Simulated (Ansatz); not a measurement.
## NaYCl2F2: complex band structure

Aim: relax a made-up compound, NaYCl2F2, and see how good a tunnel barrier it would be. It is built by putting Cl for part of the F in the NaYF4 structure of space group P4/mmm, with the volume rescaled by atomic radii. The parent structure comes from the Materials Project.

Calculated with Ansatz 0.2.0; PBE DFT, plane waves, PAW files, in the first sound run; inputs show where later runs differ.

The structure was built from a prototype and need not be the compound's stable phase.

## Step 1: Starting point

It takes space group Pmmm (No. 47, orthorhombic). Conventional cell: a = 4.047 Å, b = 4.047 Å, c = 5.808 Å, α = 90.00°, β = 90.00°, γ = 90.00°. Nearest to Na lie 4 F at 2.55 Å and 4 Cl at 2.55 Å. Nearest to Y lie 4 Cl at 2.44 Å and 4 F at 2.44 Å. Nearest to F lie 2 Y at 2.44 Å and 2 Na at 2.55 Å. Nearest to Cl lie 2 Y at 2.44 Å and 2 Na at 2.55 Å. It derives from NaYF4. Cl for part of the F in the NaYF4 structure of space group P4/mmm. Farther neighbours and most contacts between anions are not listed.

## Step 2: Cell and atoms at rest

The substituted atoms don't fit the parent's cell, so cell and atoms relax together. A small smearing keeps the run stable in case the gap closes on the way.

input.yaml

```yaml
crystal:
  lattice:
    - [4.0468455271, 0.0, 0.0]
    - [0.0, 4.0468455271, 0.0]
    - [0.0, 0.0, 5.808126574]
  atoms:
    - { symbol: Na, position: [0.0, 0.0, 0.0] }
    - { symbol: "Y", position: [0.5, 0.5, 0.5] }
    - { symbol: F, position: [0.5, 0.0, 0.73387451] }
    - { symbol: Cl, position: [0.0, 0.5, 0.26612549] }
    - { symbol: F, position: [0.5, 0.0, 0.26612549] }
    - { symbol: Cl, position: [0.0, 0.5, 0.73387451] }
kpoints:
  mp_grid: { grid: [6, 6, 4] }
scf:
  occupations: { method: gaussian, width: 0.03 }
hamiltonian:
  xc: pbe
output:
  forces: true
  stress: true
relax:
  f_tol: 0.02
  max_steps: 60
  cell: {}
```

On the command line:

```
> ansatz run input.yaml --threads 2 --pin off --max-ram 4096MiB --backend cpu --events-out ev --progress --plain --runs-dir out
```

Numbers of over 12 decimals in the logs are rounded to 6 here.

Output:

```text
Engine: ansatz 0.2.0, aarch64-unknown-linux-gnu
Pseudopotentials: kind: paw
Pseudopotential: Na, paw, valence charge 9, recommended cutoff 420 eV (normal), Na.paw.azcp
Pseudopotential: Y, paw, valence charge 11, recommended cutoff 420 eV (normal), Y.paw.azcp
Pseudopotential: F, paw, valence charge 7, recommended cutoff 420 eV (normal), F.paw.azcp
Pseudopotential: Cl, paw, valence charge 7, recommended cutoff 420 eV (normal), Cl.paw.azcp
Functional definition: PBE
  parameter kappa = 0.804
  parameter beta = 0.066725
  exchange = pbe_x(kappa = kappa, mu = beta*pi^2/3)
  correlation = pbe_c(beta = beta)
Crystal: 6 atoms, lattice volume = 95.119 Å³
Basis set: ecut = 420 eV, 1875 PW (Γ), exchange–correlation on 60×60×80 points (8 copies of the dense FFT grid, shifted against one another)
Bands: 30, of which v1, the nominal top of the filled ones, is band 24 counted from 1 (23 counted from 0)
Symmetry: 8 space group operations
Space group: Pmmm (ITA 47), of the structure as read, at distance tolerance 4.6e-5 Å
k-points: 48 of 144
Non-local potential: Na, projectors of the file, l = 0: 3, l = 1: 2, l = 2: 1
Non-local potential: Y, projectors of the file, l = 0: 3, l = 1: 2, l = 2: 2, l = 3: 1
Non-local potential: F, projectors of the file, l = 0: 2, l = 1: 2, l = 2: 1
Non-local potential: Cl, projectors of the file, l = 0: 2, l = 1: 2, l = 2: 2
PAW form: soft (Blöchl's): semilocal exchange-correlation on the pseudo side does not see the compensation charge
PAW one-centre angular grid: Na, 110 points (default); XC on 64 Gauss nodes
PAW one-centre angular grid: Y, 590 points (default); XC on 64 Gauss nodes
PAW one-centre angular grid: F, 110 points (default); XC on 64 Gauss nodes
PAW one-centre angular grid: Cl, 110 points (default); XC on 64 Gauss nodes
Initial density: superposition of atomic densities (neutral atoms: chi_scale 0, normalization atom), corrected by the library's trained network
Initial wavefunctions: pseudopotential atomic-orbital guess
Functional: x = pbe(κ = 0.804, μ = 0.219515), c = pbe(β = 0.066725)
SCF iter   1: F=—  HF=-9119.925006 eV  |F-HF|=—  |Δ(HF+E_count)|=         —  Δρ=1.71e-3  dr2=2.00e-3  ethr=1.77e-3  ⟨swp⟩=6.6  Hψ=6771  notcnv=0  defer=2
preconditioner: auto → Resta (q_TF=auto, 2.434 Å⁻¹)  ε∞=3.2  [insulator: Δε(μ)=3.969 eV  Ē_g=17.008 eV  σ=0.030 eV  W_gap=1.00  n_scr=20 (ndim 8)  ℏωp=25.3 eV  f_vac=0.082  D(μ)=0.00/eV (n_scr^D=0)  ε∞_Penn≈3.2]
SCF iter   2: F=—  HF=-9119.923486 eV  |F-HF|=—  |Δ(HF+E_count)|=   1.52e-3  Δρ=9.17e-4  dr2=4.33e-4  ethr=4.17e-6  ⟨swp⟩=2.0  Hψ=3085  notcnv=0  defer=42
SCF iter   3: F=—  HF=-9119.923979 eV  |F-HF|=—  |Δ(HF+E_count)|=   4.93e-4  Δρ=4.05e-4  dr2=1.29e-4  ethr=9.03e-7  ⟨swp⟩=2.0  Hψ=2021  notcnv=0  defer=42
SCF iter   4: F=—  HF=-9119.924288 eV  |F-HF|=—  |Δ(HF+E_count)|=   3.09e-4  Δρ=1.10e-4  dr2=1.14e-5  ethr=2.70e-7  ⟨swp⟩=2.0  Hψ=2160  notcnv=0  defer=42
SCF iter   5: F=—  HF=-9119.924209 eV  |F-HF|=—  |Δ(HF+E_count)|=   7.88e-5  Δρ=3.51e-5  dr2=1.48e-6  ethr=2.37e-8  ⟨swp⟩=2.0  Hψ=2417  notcnv=0  defer=42
SCF iter   6: F=-9119.924212 eV  HF=-9119.924212 eV  |F-HF|=1.82e-8  |Δ(HF+E_count)|=   2.99e-6  Δρ=9.34e-6  dr2=6.09e-8  ethr=2.08e-10  ⟨swp⟩=3.1  Hψ=6245  notcnv=0
SCF 1 converged in 6 iterations: F = -9119.924212 eV  dr2 = 6.09e-8
  greatest PAW one-centre occupation: 0.999 electrons in one spin orbital (limit 2), on the Na atom at site 0 (counted from 0), in its partial waves of l = 0
relax step   1: F+E_penalty+E_count = -9119.92421189 eV  Δ(F+E_penalty+E_count) = +0.000e0 eV  max|allowed force component| = 3.100e0 eV/Å  Δτ_max = 0.0000 Å  P = +19.279 GPa  Ω = 95.119 Å³  (6 SCF iters, dr2 threshold 1.00e-7 eV, accepted)
Crystal: 6 atoms, lattice volume = 105.837 Å³
Basis set: ecut = 420 eV, 2071 PW (Γ), exchange–correlation on 60×60×80 points (8 copies of the dense FFT grid, shifted against one another)
Initial density: handed on by an earlier stage of this run
Initial wavefunctions: those handed on with the density
iter 1 solved again at ethr=7.63e-4 eV; its pass at ethr=3.10e-3 eV (dr2=3.66e-1 eV) is discarded
SCF iter   1: F=—  HF=-9121.377954 eV  |F-HF|=—  |Δ(HF+E_count)|=         —  Δρ=1.36e-2  dr2=3.72e-1  ethr=7.63e-4  ⟨swp⟩=1.0  Hψ=7411  notcnv=0
preconditioner: auto → Resta (q_TF=auto, 2.391 Å⁻¹)  ε∞=3.1  [insulator: Δε(μ)=4.590 eV  Ē_g=16.718 eV  σ=0.030 eV  W_gap=1.00  n_scr=28 (ndim 8)  ℏωp=23.9 eV  f_vac=0.117  D(μ)=0.00/eV (n_scr^D=0)  ε∞_Penn≈3.1]
SCF iter   2: F=—  HF=-9121.274677 eV  |F-HF|=—  |Δ(HF+E_count)|=   1.03e-1  Δρ=6.91e-3  dr2=5.40e-2  ethr=7.63e-4  ⟨swp⟩=2.1  Hψ=2273  notcnv=0
SCF iter   3: F=—  HF=-9121.258944 eV  |F-HF|=—  |Δ(HF+E_count)|=   1.57e-2  Δρ=2.91e-3  dr2=1.11e-2  ethr=1.12e-4  ⟨swp⟩=2.4  Hψ=2544  notcnv=0  defer=50
SCF iter   4: F=—  HF=-9121.256687 eV  |F-HF|=—  |Δ(HF+E_count)|=   2.26e-3  Δρ=1.09e-3  dr2=1.42e-3  ethr=2.31e-5  ⟨swp⟩=2.0  Hψ=2187  notcnv=0  defer=52
SCF iter   5: F=—  HF=-9121.256887 eV  |F-HF|=—  |Δ(HF+E_count)|=   2.00e-4  Δρ=2.56e-4  dr2=9.91e-5  ethr=2.96e-6  ⟨swp⟩=2.1  Hψ=2101  notcnv=0  defer=58
SCF iter   6: F=—  HF=-9121.257134 eV  |F-HF|=—  |Δ(HF+E_count)|=   2.47e-4  Δρ=6.43e-5  dr2=4.56e-6  ethr=2.06e-7  ⟨swp⟩=2.1  Hψ=2260  notcnv=0  defer=58
SCF iter   7: F=-9121.257146 eV  HF=-9121.257145 eV  |F-HF|=5.82e-7  |Δ(HF+E_count)|=   1.10e-5  Δρ=2.46e-5  dr2=4.65e-7  ethr=1.25e-9  ⟨swp⟩=4.9  Hψ=5395  notcnv=0
SCF 2 converged in 7 iterations: F = -9121.257146 eV  dr2 = 4.65e-7
relax step   2: F+E_penalty+E_count = -9121.25714555 eV  Δ(F+E_penalty+E_count) = -1.333e0 eV  max|allowed force component| = 8.001e-1 eV/Å  Δτ_max = 0.1126 Å  P = +5.065 GPa  Ω = 105.837 Å³  energy of the carried Pulay correction = -1.571e-2 eV  (7 SCF iters, dr2 threshold 6.00e-7 eV, accepted)
Crystal: 6 atoms, lattice volume = 113.990 Å³
Basis set: ecut = 420 eV, 2243 PW (Γ), exchange–correlation on 60×60×80 points (8 copies of the dense FFT grid, shifted against one another)
iter 1 solved again at ethr=7.43e-4 eV; its pass at ethr=3.10e-3 eV (dr2=3.57e-1 eV) is discarded
SCF iter   1: F=—  HF=-9121.810705 eV  |F-HF|=—  |Δ(HF+E_count)|=         —  Δρ=2.10e-2  dr2=3.59e-1  ethr=7.43e-4  ⟨swp⟩=1.0  Hψ=7349  notcnv=0
preconditioner: auto → Resta (q_TF=auto, 2.362 Å⁻¹)  ε∞=2.9  [insulator: Δε(μ)=4.881 eV  Ē_g=16.588 eV  σ=0.030 eV  W_gap=1.00  n_scr=28 (ndim 8)  ℏωp=23.1 eV  f_vac=0.138  D(μ)=0.00/eV (n_scr^D=0)  ε∞_Penn≈2.9]
SCF iter   2: F=—  HF=-9121.703447 eV  |F-HF|=—  |Δ(HF+E_count)|=   1.07e-1  Δρ=9.36e-3  dr2=5.88e-2  ethr=7.43e-4  ⟨swp⟩=2.0  Hψ=2283  notcnv=0
[...]
relax step   5: F+E_penalty+E_count = -9121.86753080 eV  Δ(F+E_penalty+E_count) = -1.595e-2 eV  max|allowed force component| = 1.411e-1 eV/Å  Δτ_max = 0.0167 Å  P = +0.035 GPa  Ω = 117.127 Å³  energy of the carried Pulay correction = -3.056e-2 eV  (6 SCF iters, dr2 threshold 6.00e-7 eV, accepted)
relax step   6: F+E_penalty+E_count = -9121.87019277 eV  Δ(F+E_penalty+E_count) = -2.662e-3 eV  max|allowed force component| = 3.993e-2 eV/Å  Δτ_max = 0.0112 Å  P = +0.001 GPa  Ω = 116.888 Å³  energy of the carried Pulay correction = -3.026e-2 eV  (5 SCF iters, dr2 threshold 6.00e-7 eV, accepted)
relax step   7: F+E_penalty+E_count = -9121.87043244 eV  Δ(F+E_penalty+E_count) = -2.397e-4 eV  max|allowed force component| = 7.612e-3 eV/Å  Δτ_max = 0.0046 Å  P = +0.035 GPa  Ω = 116.854 Å³  energy of the carried Pulay correction = -3.022e-2 eV  (5 SCF iters, dr2 threshold 9.97e-8 eV, accepted)
relax step   8: F+E_penalty+E_count = -9122.10098837 eV  Δ(F+E_penalty+E_count) = -2.306e-1 eV  max|allowed force component| = 2.218e-2 eV/Å  Δτ_max = 0.0000 Å  P = +2.591 GPa  Ω = 116.854 Å³  stress off target by 3.60e0 GPa  SCF on the basis re-selected at this cell (its energy is not comparable with the rows above)  (8 SCF iters)
relax step   9: F+E_penalty+E_count = -9122.18956563 eV  Δ(F+E_penalty+E_count) = -8.858e-2 eV  max|allowed force component| = 4.292e-2 eV/Å  Δτ_max = 0.0409 Å  P = +0.450 GPa  Ω = 123.598 Å³  energy of the carried Pulay correction = -1.147e-2 eV  (7 SCF iters, dr2 threshold 6.00e-7 eV, accepted)
relax step  10: F+E_penalty+E_count = -9122.17318901 eV  Δ(F+E_penalty+E_count) = +1.638e-2 eV  max|allowed force component| = 8.282e-3 eV/Å  Δτ_max = 0.0315 Å  P = -0.783 GPa  Ω = 129.228 Å³  energy of the carried Pulay correction = -2.605e-2 eV  (6 SCF iters, dr2 threshold 6.00e-7 eV, rejected (line search))
relax step  11: F+E_penalty+E_count = -9122.19625195 eV  Δ(F+E_penalty+E_count) = -6.686e-3 eV  max|allowed force component| = 6.550e-3 eV/Å  Δτ_max = 0.0139 Å  P = +0.068 GPa  Ω = 125.454 Å³  energy of the carried Pulay correction = -1.575e-2 eV  (10 SCF iters, accepted)
relax step  12: F+E_penalty+E_count = -9122.19608658 eV  Δ(F+E_penalty+E_count) = +1.654e-4 eV  max|allowed force component| = 4.480e-3 eV/Å  Δτ_max = 0.0052 Å  P = +0.006 GPa  Ω = 125.907 Å³  energy of the carried Pulay correction = -1.690e-2 eV  (5 SCF iters, dr2 threshold 3.04e-7 eV, accepted)
relax step  13: F+E_penalty+E_count = -9122.22141950 eV  Δ(F+E_penalty+E_count) = -2.533e-2 eV  max|allowed force component| = 4.539e-3 eV/Å  Δτ_max = 0.0000 Å  P = +0.160 GPa  Ω = 125.907 Å³  stress off target by 2.78e-1 GPa  SCF on the basis re-selected at this cell (its energy is not comparable with the rows above)  (8 SCF iters)
relax step  14: F+E_penalty+E_count = -9122.22153424 eV  Δ(F+E_penalty+E_count) = -1.147e-4 eV  max|allowed force component| = 6.551e-3 eV/Å  Δτ_max = 0.0029 Å  P = +0.020 GPa  Ω = 126.624 Å³  energy of the carried Pulay correction = -9.190e-4 eV  (5 SCF iters, dr2 threshold 1.94e-7 eV, accepted)
relax step  15: F+E_penalty+E_count = -9122.22245258 eV  Δ(F+E_penalty+E_count) = -9.183e-4 eV  max|allowed force component| = 6.506e-3 eV/Å  Δτ_max = 0.0000 Å  P = +0.025 GPa  Ω = 126.624 Å³  stress off target by 5.11e-2 GPa  SCF on the basis re-selected at this cell (its energy is not comparable with the rows above)  (6 SCF iters)
relax step  16: F+E_penalty+E_count = -9122.22230908 eV  Δ(F+E_penalty+E_count) = +1.435e-4 eV  max|allowed force component| = 2.481e-3 eV/Å  Δτ_max = 0.0015 Å  P = +0.015 GPa  Ω = 126.772 Å³  energy of the carried Pulay correction = -1.856e-4 eV  (6 SCF iters, dr2 threshold 6.52e-9 eV, accepted)
iter 1 solved again at ethr=1.44e-7 eV; its pass at ethr=3.10e-3 eV (dr2=6.91e-5 eV) is discarded
SCF iter   1: F=—  HF=-9122.222425 eV  |F-HF|=—  |Δ(HF+E_count)|=         —  Δρ=4.77e-5  dr2=8.36e-8  ethr=1.44e-7  ⟨swp⟩=3.3  Hψ=9955  notcnv=0
preconditioner: auto → Resta (q_TF=auto, 2.321 Å⁻¹)  ε∞=2.8  [insulator: Δε(μ)=4.893 eV  Ē_g=16.428 eV  σ=0.030 eV  W_gap=1.00  n_scr=32 (ndim 8)  ℏωp=21.9 eV  f_vac=0.172  D(μ)=0.00/eV (n_scr^D=0)  ε∞_Penn≈2.8]
SCF iter   2: F=—  HF=-9122.222431 eV  |F-HF|=—  |Δ(HF+E_count)|=   5.77e-6  Δρ=2.39e-5  dr2=2.65e-8  ethr=1.74e-10  ⟨swp⟩=3.0  Hψ=3016  notcnv=0
SCF iter   3: F=—  HF=-9122.222470 eV  |F-HF|=—  |Δ(HF+E_count)|=   3.88e-5  Δρ=9.87e-6  dr2=4.12e-9  ethr=5.53e-11  ⟨swp⟩=2.0  Hψ=2400  notcnv=0
SCF iter   4: F=—  HF=-9122.222478 eV  |F-HF|=—  |Δ(HF+E_count)|=   7.80e-6  Δρ=5.34e-7  dr2=7.61e-11  ethr=8.57e-12  ⟨swp⟩=2.0  Hψ=2423  notcnv=0
SCF iter   5: F=-9122.222478 eV  HF=-9122.222478 eV  |F-HF|=9.09e-11  |Δ(HF+E_count)|=   1.72e-8  Δρ=9.78e-8  dr2=8.36e-12  ethr=1.00e-12  ⟨swp⟩=4.0  Hψ=4508  notcnv=0
SCF 17 converged in 5 iterations: F = -9122.222478 eV  dr2 = 8.36e-12
relax step  17: F+E_penalty+E_count = -9122.22247772 eV  Δ(F+E_penalty+E_count) = -1.686e-4 eV  max|allowed force component| = 2.500e-3 eV/Å  Δτ_max = 0.0000 Å  P = +0.016 GPa  Ω = 126.772 Å³  stress off target by 1.99e-2 GPa  SCF on the basis re-selected at this cell (its energy is not comparable with the rows above)  (5 SCF iters)
basis re-selected at this cell: Δ(F+E_penalty+E_count) = -1.686e-4 eV, ΔP = +0.001 GPa vs the last step (what re-selecting the basis moved, of the pressure what is left beyond the Pulay correction that the steps carried, after the strain that the cell walked since its last selection, with what the two solves' SCF thresholds leave and, on support functions, any second-order correction that the steps lacked; it is no m [...]
SCF converged after 5 iterations
Free energy (F): -9122.222478 eV
Harris-Foulkes:  -9122.222478 eV  (|F-HF|=9.09e-11)
Internal energy: -9122.222478 eV  (E = F + TS)
E sigma→0 (E₀):  -9122.222478 eV
Fermi energy:    4.768369 eV
--- Per-component energies (eV) ---
  E_band       = -497.244683
  E_kinetic    = 1161.297035
  E_local      = -4128.734244  (includes V_loc(G=0)·N_el)
  E_nonlocal   = 367.808508
  E_hartree    = 1510.734423
  E_xc         = -588.495259
  E_vxc        = -700.694996  (∫ρ·V_xc dr)
  E_paw        = -4807.812921  (= ΣΔE_a)
  E_vpaw       = -218.394154  (= ΣTr[D̂ρ^β])
  E_aug_tail   = 0.004315  (compensation charges beyond the density's cutoff)
  E_ewald      = -2637.024334
  E_smearing   = -0.000000  (= −TS)
  E_closure    = -0.000000  (closes the sum)
  Σ components = -9122.222478   (vs F -9122.222478, Δ=0.00e0)
--- Forces (eV/Å), atoms counted from 1 ---
  atom   1  Na    -0.00000000     0.00000000     0.00000000
  atom   2  Y     -0.00000000     0.00000000     0.00000000
  atom   3  F      0.00000000     0.00000000     0.00250012
  atom   4  Cl     0.00000000     0.00000000    -0.00114900
  atom   5  F      0.00000000     0.00000000    -0.00250012
  atom   6  Cl     0.00000000     0.00000000     0.00114900
  max |Σ_I F_I| component: 5.13e-29 eV/Å
--- Stress (GPa, compression-positive) ---
        0.016320       0.000000       0.000000
        0.000000       0.011111       0.000000
        0.000000       0.000000       0.019908
  P = ⅓ Tr σ = 0.0158 GPa (0.158 kbar)
--- Relaxed structure (13 steps of the walk, 12 accepted, 4 SCFs on fresh bases) ---
  F+E_penalty+E_count = -9122.22247772 eV   max|allowed force component| = 2.500e-3 eV/Å   (the final SCF, on the basis selected at the relaxed cell)
  cell:  # Å, volume = 126.7719 Å³
    - [4.793739, 0.0, 0.0]
    - [0.0, 3.781024, 0.0]
    - [0.0, 0.0, 6.994216]
  atoms:
    - { symbol: Na, position: [0, 0, -4.480076631961516e-19] }
    - { symbol: Y, position: [0.500000, 0.500000, 0.500000] }
    - { symbol: F, position: [0.500000, 0, 0.678617] }
    - { symbol: Cl, position: [0, 0.500000, 0.271119] }
    - { symbol: F, position: [0.500000, 0, 0.321383] }
    - { symbol: Cl, position: [0, 0.500000, 0.728881] }
```

Wall time 58 s (2 threads of Arm Neoverse V2, shared host); peak memory 0.49 GiB.

Relaxation path:

| step | energy less that of the first step (eV) | largest force component (eV/Å) | pressure (GPa) | volume (Å³) |
| --- | --- | --- | --- | --- |
| 1 | 0.0000 | 3.1001 | 19.28 | 95.12 |
| 2 | -1.3329 | 0.8001 | 5.06 | 105.84 |
| 3 | -1.7617 | 0.3003 | 1.60 | 113.99 |
| 4 | -1.9274 | 0.1758 | 0.54 | 115.99 |
| 5 | -1.9433 | 0.1411 | 0.03 | 117.13 |
| 6 | -1.9460 | 0.0399 | 0.00 | 116.89 |
| 7 | -1.9462 | 0.0076 | 0.03 | 116.85 |
| 8* | -2.1768 | 0.0222 | 2.59 | 116.85 |
| 9 | -2.2654 | 0.0429 | 0.45 | 123.60 |
| 10 | -2.2490 | 0.0083 | -0.78 | 129.23 |
| 11 | -2.2720 | 0.0066 | 0.07 | 125.45 |
| 12 | -2.2719 | 0.0045 | 0.01 | 125.91 |
| 13* | -2.2972 | 0.0045 | 0.16 | 125.91 |
| 14 | -2.2973 | 0.0066 | 0.02 | 126.62 |
| 15* | -2.2982 | 0.0065 | 0.02 | 126.62 |
| 16 | -2.2981 | 0.0025 | 0.01 | 126.77 |
| 17* | -2.2983 | 0.0025 | 0.02 | 126.77 |

Relaxation steps marked * repeat the geometry before them on a plane-wave basis chosen anew for their cell, so energy and pressure can jump there. Relaxation step 10 was tried and not accepted.

The run keeps the 8 symmetry operations that it works with, so distortions that break them were not tested.

| cell as run | before | after | change |
| --- | --- | --- | --- |
| a (Å) | 4.047 | 4.794 | +18.5 % |
| b (Å) | 4.047 | 3.781 | -6.6 % |
| c (Å) | 5.808 | 6.994 | +20.4 % |
| volume (Å³/atom) | 15.85 | 21.13 | +33.3 % |

The atoms that moved most (Å, as changes of fractional coordinates times the final cell):

| atom | dx | dy | dz | length |
| --- | --- | --- | --- | --- |
| F3 | 0.000 | 0.000 | -0.386 | 0.386 |
| F5 | 0.000 | 0.000 | 0.386 | 0.386 |
| Cl6 | 0.000 | 0.000 | -0.035 | 0.035 |
| Cl4 | 0.000 | 0.000 | 0.035 | 0.035 |

Final coordinates:

```cif
data_structure
_symmetry_space_group_name_H-M 'P 1'
_symmetry_Int_Tables_number 1
_cell_length_a 4.7937
_cell_length_b 3.7810
_cell_length_c 6.9942
_cell_angle_alpha 90.000
_cell_angle_beta 90.000
_cell_angle_gamma 90.000
_cell_volume 126.77
loop_
_atom_site_label
_atom_site_type_symbol
_atom_site_fract_x
_atom_site_fract_y
_atom_site_fract_z
_atom_site_occupancy
Na1 Na 0.00000 0.00000 0.00000 1
Y2 Y 0.50000 0.50000 0.50000 1
F3 F 0.50000 0.00000 0.67862 1
Cl4 Cl 0.00000 0.50000 0.27112 1
F5 F 0.50000 0.00000 0.32138 1
Cl6 Cl 0.00000 0.50000 0.72888 1
```

This step gave:

```yaml
free_energy: -9122.2225 eV
fermi_energy: 4.768 eV
pressure: 0.01578 GPa
```

The largest force component on a free atom ends at 0.0025 eV/Å.

## Step 3: Band edges

The energy window and the wavevectors of the next steps follow from the band edges, so these are searched first, off the mesh as well.

input.yaml

```yaml
crystal:
  lattice:
    - [4.7937392274, 0.0, 0.0]
    - [0.0, 3.7810239582, 0.0]
    - [0.0, 0.0, 6.9942161301]
  atoms:
    - { symbol: Na, position: [0.0, 0.0, 0.0] }
    - { symbol: "Y", position: [0.5, 0.5, 0.5] }
    - { symbol: F, position: [0.5, 0.0, 0.678617214] }
    - { symbol: Cl, position: [0.0, 0.5, 0.271119125] }
    - { symbol: F, position: [0.5, 0.0, 0.321382786] }
    - { symbol: Cl, position: [0.0, 0.5, 0.728880875] }
kpoints:
  mp_grid: { grid: [6, 6, 4] }
  band_path: { path: [VBM, CBM], npoints: 30 }
scf:
  occupations: { method: fixed }
hamiltonian:
  xc: pbe
output:
  eigenvalues: true
  write_potential: true
  write_density: true
  volumetric_format: npy
```

Output:

```text
[...]
Crystal: 6 atoms, lattice volume = 126.772 Å³
Basis set: ecut = 420 eV, 2471 PW (Γ)
Bands: 30, of which v1, the nominal top of the filled ones, is band 24 counted from 1 (23 counted from 0)
Symmetry: 8 space group operations
[...]
k-points: 48 of 144
[...]
SCF iter   1: F=—  HF=-9122.221905 eV  |F-HF|=—  |Δ(HF+E_count)|=         —  Δρ=1.02e-3  dr2=1.29e-3  ethr=1.77e-3  ⟨swp⟩=4.0  Hψ=5628  notcnv=0  defer=126
[...]
SCF iter   6: F=-9122.222562 eV  HF=-9122.222562 eV  |F-HF|=2.96e-8  |Δ(HF+E_count)|=   1.37e-6  Δρ=4.86e-6  dr2=3.41e-8  ethr=2.08e-10  ⟨swp⟩=8.3  Hψ=5456  notcnv=0
SCF 1 converged in 6 iterations: F = -9122.222562 eV  dr2 = 3.41e-8
[...]
NSCF: frozen V_eff on 64 k-points
[...]
SCF converged after 6 iterations
Free energy (F): -9122.222562 eV
[...]
Internal energy: -9122.222562 eV  (E = F + TS)
E sigma→0 (E₀):  -9122.222562 eV
Fermi energy:    2.321920 eV
[...]
--- Band table (eV; the first three rows and the last of 48) ---
  k-point 0: bands = [... 20 lower, 1.8298, 2.0897, 2.2303, 2.3219, 7.5308, 7.6356, 8.1207, 9.4541, ... 2 higher]
  k-point 1: bands = [... 20 lower, 1.8232, 1.8475, 2.0982, 2.3113, 7.6836, 7.9757, 8.1219, 9.3118, ... 2 higher]
  k-point 2: bands = [... 20 lower, 1.7854, 1.8100, 2.1076, 2.2997, 7.7558, 8.1232, 8.5980, 9.1940, ... 2 higher]
  k-point 47: bands = [... 20 lower, 1.4563, 1.6414, 1.7080, 1.7973, 7.9606, 7.9759, 8.1785, 9.2570, ... 2 higher]
```

Elapsed: 14 s, on 2 threads; peak memory 0.44 GiB.

The column dr2 measures how far the density is from self-consistency, as an energy; F and HF (Harris–Foulkes) agree once it is small.

This step gave:

- free energy: -9122.2226 eV
- Fermi energy: 2.322 eV
- gap on the k-mesh: 4.893 eV
- gap on path: 4.893 eV, by band count; negative where bands overlap
- direct gap on path: 5.018 eV
- edge places on path: 0, 0.6554 1/A along the path

The electronic bands at the labelled points (eV, zero at the Fermi level (highest filled level under fixed occupations); v1 is the highest filled band, c1 the lowest empty one):

| point | v4 | v3 | v2 | v1 | c1 | c2 | c3 | c4 |
| --- | --- | --- | --- | --- | --- | --- | --- | --- |
| VBM | -0.49 | -0.23 | -0.09 | 0.00 | 5.21 | 5.31 | 5.80 | 7.13 |
| halfway | -0.66 | -0.35 | -0.16 | -0.06 | 5.26 | 5.94 | 5.95 | 6.61 |
| CBM | -0.87 | -0.48 | -0.23 | -0.13 | 4.89 | 6.07 | 6.36 | 6.68 |

The searched edges give 4.89 eV, as on the mesh.

(Part 1 of 3 ends here.)

[Logs are printed without paths, hosts, clocks, repeated set-up lines and the standing remarks that a program may print on its own settings, such as how far it seeks lower states.]

[Hosts, paths, dates, database ids (printed as entryN), source tags and the programs' standing remarks are cut or masked in the printed files.]
